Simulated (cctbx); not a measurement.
# What is wrong with this refinement?

Cell a = 7.9340 Å, b = 7.9340 Å, c = 19.6780 Å, α = 90.00°, β = 90.00°, γ = 120.00°; space group P6_3/mmc (no. 194). The compound is Cs3Re2I6Cl3.

The data are simulated with cctbx, not measured: Mo Kα, λ = 0.71073 Å, to d = 0.8 Å, 80 % of the full sphere, strongest reflection 40000 counts, noise from counting, a 3 % proportional error and a noise floor of 2 counts (s.d.); no absorption.

An anisotropic refinement with weights 1/σ² prints:

```text
Rint 0.033, 464 unique reflections to 0.80 A
cycle     R1     wR2    GooF  max shift (A)
   1  0.0831  0.2500  15.438   0.00987
   2  0.0093  0.0232   1.431   0.00001
final R1 0.0093 wR2 0.0232 GooF 1.431  parameters 18  data/parameter 25.8
atom        x        y        z      Ueq    occ   su(xyz)  su(Uiso or U11)
Re1    0.66667  0.33333  0.16891   0.0206  1.000  0.00001  0.0001
Cs1    0.00000  0.00000  0.75000   0.0196  1.000  0.00000  0.0001
I1     0.66667  0.33333  0.92400   0.0225  1.000  0.00002  0.0001
I2     0.18552  0.37104  0.91278   0.0445  1.000  0.00004  0.0002
Cl1    0.00124  0.50062  0.75000   0.0297  1.000  0.00018  0.0006
difference map: max 0.92 min -0.30 rms 0.09
Q1    0.3333  0.6667  0.0600    4    0.93  0.31 A from I1
Q2    0.3333  0.6667  0.0959    4    0.85  0.39 A from I1
Q3    0.0000  0.0000  0.0219    4    0.38  2.86 A from I2
Q4    0.3333  0.6667  0.5591    4    0.27  2.11 A from I2
Q5    0.0501  0.1002  0.0291   12    0.26  2.55 A from I2
Q6    0.1627  0.3255  0.1799   12    0.23  2.63 A from Cs1
```

Q: Accept it or mend it, and why?

Mend it. The fault: wrong element: I1 is Cs. Against the right model at the same level, R1 goes from 0.0070 to 0.0093 and GooF from 1.02 to 1.43. I1 has 2 electrons too few and its U shrinks to make up, as expected (near an absorption edge f′ can widen the mismatch well beyond the difference in Z).

The compound is Cs3Re2I6Cl3. The right model at the same level gives:

```text
Rint 0.033, 464 unique reflections to 0.80 A
cycle     R1     wR2    GooF  max shift (A)
   1  0.0805  0.2467  15.232   0.01000
   2  0.0070  0.0165   1.020   0.00001
final R1 0.0070 wR2 0.0165 GooF 1.020  parameters 18  data/parameter 25.8
atom        x        y        z      Ueq    occ   su(xyz)  su(Uiso or U11)
Re1    0.66667  0.33333  0.16891   0.0204  1.000  0.00001  0.0001
Cs1    0.00000  0.00000  0.75000   0.0195  1.000  0.00000  0.0001
Cs2    0.66667  0.33333  0.92401   0.0248  1.000  0.00001  0.0001
I1     0.18550  0.37100  0.91280   0.0442  1.000  0.00003  0.0001
Cl1    0.00123  0.50061  0.75000   0.0295  1.000  0.00013  0.0004
difference map: max 0.38 min -0.27 rms 0.07
Q1    0.0000  0.0000  0.0236    4    0.39  2.84 A from I1
Q2    0.3333  0.6667  0.5594    4    0.30  2.10 A from I1
Q3    0.2884  0.5768  0.0327   12    0.26  1.05 A from Cs2
Q4    0.0560  0.1120  0.0275   12    0.24  2.55 A from I1
Q5    0.0000  0.0000  0.1909    4    0.22  1.16 A from Cs1
Q6    0.3333  0.6667  0.7049    4    0.22  0.71 A from Re1
```

The model was made for the exercise: a known structure type with other elements put in, its volume estimated, not relaxed; displacement parameters are assumed.

[Middle refinement cycles are left out of these outputs.]

[Logs are printed without paths, hosts, clocks, repeated set-up lines and the standing remarks that a program may print on its own settings, such as how far it seeks lower states.]
